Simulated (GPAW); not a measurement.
## Hf2NS2 MXene monolayer: simulated STM images

Aim: Tersoff-Hamann images of Hf2NS2 MXene monolayer at several biases.

Program: GPAW 26.7.0. Level of theory: GPAW, PAW setups; layer in a repeated cell with vacuum, relaxation of atoms and in-plane cell, in the first sound run; inputs show where later runs differ. Results are calculated unless marked as measured.

### Step 1. Starting point

The cell holds 5 atoms: 2 S, 2 Hf and 1 N. Cell: a = 3.217 Å, b = 3.217 Å, c = 20.248 Å, α = 90.0°, β = 90.0°, γ = 120.0°. Vacuum lies along c.

### Step 2. Relaxing the atoms

Forces are removed first; all later runs use this geometry.

Contents of run.py:

```python
import json
import numpy as np
from ase import Atoms
from ase.filters import FrechetCellFilter
from ase.optimize import BFGS
from gpaw import GPAW, PW

slab = Atoms(
    ['S', 'Hf', 'N', 'Hf', 'S'],
    positions=[
        [-0.00000, 1.85762, 7.00000],
        [1.60875, 0.92881, 8.85468],
        [0.00000, 0.00000, 10.12422],
        [-0.00000, 1.85762, 11.39376],
        [1.60875, 0.92881, 13.24845]],
    cell=[[3.2175, 0.0, 0.0], [-1.60875, 2.78644, 0.0], [0.0, 0.0, 20.2484]],
    pbc=[True, True, True])

slab.calc = GPAW(mode=PW(600), xc='PBE', kpts={'size': (12, 12, 1), 'gamma': True},
                 occupations={'name': 'fermi-dirac', 'width': 0.05}, nbands='160%',
                 convergence={'density': 1e-05}, maxiter=200,
                 symmetry={'tolerance': 1e-3}, txt='slab.txt')
result = {}
# The in-plane cell is free; stress needs a cell that repeats along all three vectors
path = []
opt = BFGS(FrechetCellFilter(slab, mask=[1, 1, 0, 0, 0, 1]), maxstep=0.2)
opt.attach(lambda: path.append((slab.get_potential_energy(), slab.positions.tolist(), slab.get_forces().tolist())))
result['relaxed'] = bool(opt.run(fmax=0.02, steps=45))
result['path'] = path
result['cell'] = slab.cell.tolist()
print('in-plane lattice', slab.cell.cellpar().round(4)[[0, 1, 5]])
energy = slab.get_potential_energy()
fermi = slab.calc.get_fermi_level()
v = slab.calc.get_electrostatic_potential().mean((0, 1)) - fermi
n = slab.calc.get_pseudo_density().mean((0, 1))
L = slab.cell[2, 2]
z = np.arange(len(v)) * L / len(v)
low, high = slab.positions[:, 2].min(), slab.positions[:, 2].max()
below, above = np.interp([low - 4.8, high + 4.8], z, v)
slopes = [np.interp(x, z, np.gradient(v, z)) for x in (low - 4.8, high + 4.8)]
eps = np.array([[slab.calc.get_eigenvalues(k, s) for k in range(len(slab.calc.get_ibz_k_points()))]
                for s in range(slab.calc.get_number_of_spins())]) - fermi
top, bottom = eps[eps < 0].max(), eps[eps > 0].min()
dipole = slab.get_dipole_moment()[2]
print(f'energy {energy:.4f} eV, Fermi level {fermi:.4f} eV, dipole {dipole:.5f} e A')
print(f'potential 4.8 A off the faces, from the Fermi level: lower {below:.4f} eV, upper {above:.4f} eV')
print(f'slope of the potential there: lower {slopes[0]:.5f}, upper {slopes[1]:.5f} eV/A')
print(f'nearest levels on the mesh: {top:.4f} and {bottom:.4f} eV')
print('magnetic moment', round(slab.get_magnetic_moment(), 3))
result.update(energy=energy, fermi=fermi, dipole=dipole, below=below, above=above, slopes=slopes, edges=[top, bottom],
              z=z.tolist(), v=v.tolist(), n=n.tolist(), positions=slab.positions.tolist(),
              forces=slab.get_forces(apply_constraint=False).tolist(), moments=slab.get_magnetic_moments().tolist())
json.dump(result, open('result.json', 'w'))
```

Started as:

```
$ OMP_NUM_THREADS=1 OPENBLAS_NUM_THREADS=1 python run.py
```

The log of the run:

```text
Step          Energy          fmax
BFGS:    0      -38.125003        2.494935
BFGS:    1      -38.437236        1.787537
BFGS:    2      -38.773650        1.980837
BFGS:    3      -38.871298        0.972176
BFGS:    4      -38.955211        0.758243
BFGS:    5      -39.176637        0.642954
BFGS:    6      -39.214195        0.416651
BFGS:    7      -39.226272        0.200712
BFGS:    8      -39.229825        0.184294
BFGS:    9      -39.231561        0.162903
BFGS:   10      -39.230516        0.061859
BFGS:   11      -39.230214        0.008182
in-plane lattice [  3.393   3.393 120.   ]
energy -39.2229 eV, Fermi level 0.4386 eV, dipole 0.00055 e A
potential 4.8 A off the faces, from the Fermi level: lower 5.5469 eV, upper 5.5438 eV
slope of the potential there: lower 0.00051, upper 0.00076 eV/A
nearest levels on the mesh: -0.0251 and 0.0152 eV
magnetic moment 0.0
```

Wall time 14 min (1 thread of Arm Neoverse V2, shared host); peak memory 0.45 GiB.

Numbers from this step:

```
dipole along the normal                    : 5.45e-4 e·Å
levels nearest the Fermi level on the mesh : -0.02513, 0.01516 eV from the Fermi level
```

The electrostatic potential energy of an electron (without an applied field's), less the Fermi level, planar mean oscillates, so the rows of the table below give means over windows of 1.77 Å about each position, cut where the curve ends. Its maxima inside the range that stand out by 2 % of the span (Å: eV): 7.9: -5.85, 9.7: -6.93, 10.5: -6.93, 12.3: -5.85. Its minima: 7.3: -16.0, 8.9: -20.6, 10.1: -11.8, 11.4: -20.6, 13.0: -16.0.

The electrostatic potential energy of an electron (without an applied field's), less the Fermi level, planar mean by z; means over each step:

```
z (Å)  electrostatic potential energy of an electron (without an applied field's), less the Fermi level, planar mean (eV)
 0.89                                                                                                                5.55
 2.66                                                                                                                5.55
 4.43                                                                                                                5.53
 6.20                                                                                                                1.72
 7.97                                                                                                               -12.2
 9.74                                                                                                               -11.1
11.51                                                                                                               -13.1
13.28                                                                                                               -5.84
15.05                                                                                                                5.36
16.82                                                                                                                5.54
18.59                                                                                                                5.54
```

The pseudo valence density, planar mean oscillates, so the rows of the table below give means over windows of 0.5 Å about each position, cut where the curve ends. Its maxima inside the range that stand out by 2 % of the span (Å: e/Å³): 7.59: 0.455, 8.77: 1.03, 10.12: 0.615, 11.47: 1.03, 12.66: 0.455. Its minima: 7.93: 0.429, 9.62: 0.493, 10.63: 0.493, 12.32: 0.429.

Pseudo valence density, planar mean against z; means over each step:

```
z (Å)  pseudo valence density, planar mean (e/Å³)
  4.0                                      8.0e-5
  4.5                                      4.0e-4
  5.0                                     0.00198
  5.5                                      0.0100
  6.0                                      0.0498
  6.5                                       0.195
  7.0                                       0.359
  7.5                                       0.423
  8.0                                       0.446
  8.5                                       0.744
  9.0                                       0.904
  9.5                                       0.542
 10.0                                       0.591
 10.5                                       0.542
 11.0                                       0.695
 11.5                                       0.932
 12.0                                       0.535
 12.5                                       0.441
 13.0                                       0.384
 13.5                                       0.296
 14.0                                       0.106
 14.5                                      0.0231
 15.0                                     0.00452
 15.5                                      8.9e-4
 16.0                                      1.8e-4
 16.5                                      3.6e-5
```

The relaxation lowered the energy of the cell by 1.11 eV (energies extrapolated to zero smearing; the optimiser's log prints free energies). The largest force left on a free atom is 0.0082 eV/Å.

### Step 3. The slab's potential

With the geometry fixed, the planar mean of the potential gives the vacuum level on each side.

This step: GPAW, PAW setups; slab in vacuum (GPAW 26.7.0).

The cell differs from the one that the last finished run ended in (c 20.248 → 19.699 Å).

Contents of run.py:

```python
import json
import numpy as np
from ase import Atoms
from ase.dft.stm import STM
from gpaw import GPAW, PW

slab = Atoms(
    ['S', 'Hf', 'N', 'Hf', 'S'],
    positions=[
        [0.00000, 1.95896, 7.00000],
        [1.69652, 0.97948, 8.56495],
        [0.00000, -0.00000, 9.84956],
        [0.00000, 1.95896, 11.13418],
        [1.69652, 0.97948, 12.69914]],
    cell=[[3.39303, -0.0, 0.0], [-1.69652, 2.93846, 0.0], [0.0, 0.0, 19.6991]],
    pbc=[True, True, False])

slab.calc = GPAW(mode=PW(500), xc='PBE', kpts={'size': (12, 12, 1), 'gamma': True},
                 occupations={'name': 'fermi-dirac', 'width': 0.05}, nbands='160%',
                 convergence={'density': 1e-05}, maxiter=200,
                 poissonsolver={'dipolelayer': 'xy'},
                 symmetry={'tolerance': 1e-3}, txt='slab.txt')
result = {}
energy = slab.get_potential_energy()
fermi = slab.calc.get_fermi_level()
v = slab.calc.get_electrostatic_potential().mean((0, 1)) - fermi
n = slab.calc.get_pseudo_density().mean((0, 1))
L = slab.cell[2, 2]
z = np.arange(len(v)) * L / len(v)
low, high = slab.positions[:, 2].min(), slab.positions[:, 2].max()
below, above = np.interp([low - 4.8, high + 4.8], z, v)
slopes = [np.interp(x, z, np.gradient(v, z)) for x in (low - 4.8, high + 4.8)]
eps = np.array([[slab.calc.get_eigenvalues(k, s) for k in range(len(slab.calc.get_ibz_k_points()))]
                for s in range(slab.calc.get_number_of_spins())]) - fermi
top, bottom = eps[eps < 0].max(), eps[eps > 0].min()
dipole = slab.get_dipole_moment()[2]
print(f'energy {energy:.4f} eV, Fermi level {fermi:.4f} eV, dipole {dipole:.5f} e A')
print(f'potential 4.8 A off the faces, from the Fermi level: lower {below:.4f} eV, upper {above:.4f} eV')
print(f'slope of the potential there: lower {slopes[0]:.5f}, upper {slopes[1]:.5f} eV/A')
print(f'nearest levels on the mesh: {top:.4f} and {bottom:.4f} eV')
print('magnetic moment', round(slab.get_magnetic_moment(), 3))
result.update(energy=energy, fermi=fermi, dipole=dipole, below=below, above=above, slopes=slopes, edges=[top, bottom],
              z=z.tolist(), v=v.tolist(), n=n.tolist(), positions=slab.positions.tolist(),
              forces=slab.get_forces(apply_constraint=False).tolist(), moments=slab.get_magnetic_moments().tolist())

# Images need the states of the whole zone, up to time reversal
slab.calc = slab.calc.fixed_density(symmetry={'point_group': False}, txt='states.txt', nbands='220%',
                                    convergence={'bands': 'CBM+0.8'})
stm = STM(slab)
result['stm'] = []
for bias in [-0.5, 0.5]:
    height = high + 4.0
    current = stm.get_averaged_current(bias, height)
    x, y, h = stm.scan(bias, current)
    i, f = divmod(height / L * stm.ldos.shape[2], 1)
    I = abs((1 - f) * stm.ldos[:, :, int(i)] + f * stm.ldos[:, :, int(i) + 1])
    print(f'bias {bias} V: mean current at 4.0 A {current:.4e}, corrugation {np.ptp(h):.4f} A')
    result['stm'].append(dict(bias=bias, current=current, h=(h - high).tolist(), I=I.tolist()))
json.dump(result, open('result.json', 'w'))
```

The log of the run:

```text
energy -38.7960 eV, Fermi level 0.6067 eV, dipole 0.00036 e A
potential 4.8 A off the faces, from the Fermi level: lower 5.5511 eV, upper 5.5416 eV
slope of the potential there: lower -0.00025, upper 0.00025 eV/A
nearest levels on the mesh: -0.0284 and 0.0164 eV
magnetic moment 0.0
bias -0.5 V: mean current at 4.0 A 2.9345e-07, corrugation 0.2350 A
bias 0.5 V: mean current at 4.0 A 7.2377e-07, corrugation 0.1965 A
```

Wall time 5.4 min (1 thread); peak memory 0.68 GiB.

This step gave:

| Property | Result |
| --- | --- |
| dipole along the normal | 3.55e-4 e·Å |
| levels nearest the Fermi level on the mesh | -0.02836, 0.01642 eV from the Fermi level |
| upper work function | 5.542 eV |
| lower work function | 5.551 eV |
| corrugation -0.5 | 0.2350 Å |
| corrugation 0.5 | 0.1965 Å |

The electrostatic potential energy of an electron (without an applied field's), less the Fermi level, planar mean oscillates, so the rows of the table below give means over windows of 1.69 Å about each position, cut where the curve ends. Its maxima inside the range that stand out by 2 % of the span (Å: eV): 7.7: -5.87, 9.4: -6.99, 10.3: -6.99, 12.0: -5.87. Its minima: 7.0: -16.0, 8.5: -20.6, 9.8: -11.8, 11.2: -20.6, 12.7: -16.0.

Electrostatic potential energy of an electron (without an applied field's), less the Fermi level, planar mean against z; means over each step:

```csv
z (Å),"electrostatic potential energy of an electron (without an applied field's), less the Fermi level, planar mean (eV)"
0.84,5.55
2.54,5.55
4.23,5.53
5.92,2.00
7.61,-11.6
9.30,-12.3
10.99,-13.5
12.68,-7.96
14.37,4.94
16.05,5.54
17.75,5.54
19.44,5.54
```

The pseudo valence density, planar mean oscillates, so the rows of the table below give means over windows of 0.5 Å about each position, cut where the curve ends. Its maxima inside the range that stand out by 2 % of the span (Å: e/Å³): 7.32: 0.455, 8.63: 1.04, 9.94: 0.609, 11.07: 1.04, 12.38: 0.455. Its minima: 7.69: 0.427, 9.38: 0.502, 10.32: 0.502, 12.01: 0.427.

Table of pseudo valence density, planar mean by z; means over each step:

z (Å), pseudo valence density, planar mean (e/Å³) and a bar:
```
      3.5       0.00 
      4.0       0.00 
      4.5       0.00 
      5.0       0.00 
      5.5       0.03 #
      6.0       0.11 ####
      6.5       0.30 ##########
      7.0       0.39 ############
      7.5       0.44 ##############
      8.0       0.55 #################
      8.5       0.94 ##############################
      9.0       0.68 #####################
      9.5       0.55 #################
     10.0       0.58 ###################
     10.5       0.56 ##################
     11.0       0.92 #############################
     11.5       0.71 #######################
     12.0       0.45 ##############
     12.5       0.42 #############
     13.0       0.35 ###########
     13.5       0.19 ######
     14.0       0.05 ##
     14.5       0.01 
     15.0       0.00 
     15.5       0.00 
     16.0       0.00
```

Tip height over the top atom over a1 and a2. Sample bias -0.5 V, constant current at the mean current 4.0 Å over the top atom.

Ten even steps from '_' (3.88 Å) to '@' (4.11 Å):
```
====================================
==========--------------============
========--::::::::::::--========++++
++====--::::::..::::::--====++++++++
====--::::::____::::::--====++++++++
++==--::::______::::--==++++**++**++
++==--::..____..::--==++**########**
++==--::::::::::--==++**##%%@@%%##**
++==--::::::::--==++**##%%@@@@%%##**
++==--::::::--==++**%%%%@@@@@@%%%%**
++==--------==++**##%%@@@@@@@@%%##**
++==========++**##%%@@@@@@@@@@%%##**
============++##%%@@@@@@@@@@@@%%##++
++======++++**##@@@@@@@@@@@@@@##**++
========++++++##%%%%%%%%%%%%##++++++
======++++++**######%%######**++++++
======++++++++************++++++++==
========++==++++++++++++++==++======
```
Columns: a1 from 0 to 0.944; rows upwards: a2 from 0 to 0.944.

Local density of states summed over the bias window over a1 and a2. Sample bias -0.5 V, constant height 4.0 Å over the top atom.

Ten even steps from '_' (2.14 × 1e-7 arbitrary) to '@' (3.90 × 1e-7 arbitrary):
```
------------------------------------
----::----::::::::::::::----::------
==------::............::------======
==----::..............::----========
==--::......____......::--==========
==--::....______....::--==++++++++++
==--::....____....::--==++********++
==--::..........::--==++**##%%##**++
==--::........::--==**####%%%%####**
==--::......::--==**##%%%%%%%%%%##**
==--::::::::--==++##%%@@@@@@@@%%##++
==----------==++**##%%@@@@@@%%##**++
==--------==++**##%%%%@@@@%%%%##**++
==--::--====++**%%%%%%@@%%%%%%**++==
==----======++**####%%%%####**++====
------======++****######****++======
------======++++++****++++++======--
------==========================----
```
Columns: a1 from 0 to 0.944; rows upwards: a2 from 0 to 0.944.

Tip height over the top atom over a1 and a2. Sample bias 0.5 V, constant current at the mean current 4.0 Å over the top atom.

Values in Å, 12 rows by 16 columns, each cell a mean:
```
3.98 3.97 3.97 3.98 3.98 3.98 3.97 3.97 3.97 3.97 3.98 3.98 3.98 3.97 3.98 3.99
3.99 3.97 3.98 3.98 3.97 3.95 3.94 3.94 3.94 3.96 3.97 3.98 3.98 3.98 4.00 4.01
3.99 3.98 3.97 3.96 3.94 3.92 3.92 3.92 3.94 3.96 3.98 3.99 3.99 4.01 4.02 4.01
4.00 3.98 3.96 3.94 3.92 3.91 3.91 3.92 3.94 3.96 3.98 4.00 4.01 4.02 4.02 4.01
4.00 3.97 3.95 3.93 3.92 3.92 3.93 3.94 3.96 4.00 4.02 4.04 4.04 4.04 4.04 4.03
4.01 3.97 3.95 3.93 3.93 3.93 3.95 3.97 4.00 4.03 4.06 4.08 4.08 4.08 4.06 4.04
4.00 3.98 3.96 3.96 3.96 3.96 3.98 4.01 4.05 4.07 4.09 4.09 4.09 4.08 4.07 4.04
4.00 3.98 3.98 3.98 3.98 3.99 4.01 4.05 4.08 4.09 4.10 4.10 4.09 4.08 4.06 4.03
3.99 3.98 3.97 3.98 3.99 4.01 4.03 4.06 4.09 4.09 4.10 4.09 4.09 4.06 4.03 4.01
3.99 3.97 3.97 3.99 4.01 4.02 4.03 4.06 4.08 4.08 4.08 4.08 4.06 4.03 4.02 4.01
3.98 3.98 4.00 4.01 4.02 4.01 4.02 4.05 4.05 4.05 4.05 4.03 4.02 4.01 4.02 4.01
3.98 3.99 3.99 4.00 4.00 4.00 4.01 4.02 4.02 4.02 4.01 4.00 4.00 3.99 3.99 3.99
```
Columns: a1 from 0 to 0.944; rows upwards: a2 from 0 to 0.944.

Local density of states summed over the bias window over a1 and a2. Sample bias 0.5 V, constant height 4.0 Å over the top atom.

Ten even steps from '0' (5.76 × 1e-7 arbitrary) to '9' (9.45 × 1e-7 arbitrary):
```
321233222222332123
311222111112221134
322221000012222344
332210000012233454
332100000012334444
321000000012344444
421000000124455554
421000001245677765
421000012457888875
421111124578898875
422222245788998875
332223346889998864
332233457899998754
321234457888887544
311344457888875444
323454456777654454
334444445555444444
333333344444333333
```
Columns: a1 from 0 to 0.944; rows upwards: a2 from 0 to 0.944.

The potential is flat to 2.5e-4 eV/Å where it is read, so the vacuum is wide enough.

### Step 4. Outcome

| Item | Value |
| --- | --- |
| work function, upper and lower face | 5.542 and 5.551 eV |
| dipole along the normal | 3.6e-4 e Å, near the numerical noise |
| corrugation at -0.5 V | 0.235 Å |
| corrugation at 0.5 V | 0.196 Å |

What this shows: The corrugation at constant current is largest at -0.5 V, where the tip height varies by 0.23 Å over the cell. Negative sample bias images filled states, positive bias empty ones. The images are of Tersoff-Hamann type: an s-wave tip, no tip-sample forces, heights closer than in a microscope. The starting lattice was a guess from atomic radii; the relaxation moved it by 5 %. The small printed dipole stands for a step of -6.4 meV from the lower to the upper face, and the probes find -9.5 meV; values this small are near the numerical noise of both. The cell holds an odd number of electrons, so without spin polarisation it must come out metallic and without a moment, whatever its true state. The layer's cell and atoms come from the relaxation; spin-orbit coupling and temperature are left out.

[Logs are printed without paths, hosts, clocks, repeated set-up lines and the standing remarks that a program may print on its own settings, such as how far it seeks lower states.]

[Hosts, paths, dates, database ids (printed as entryN), source tags and the programs' standing remarks are cut or masked in the printed files.]
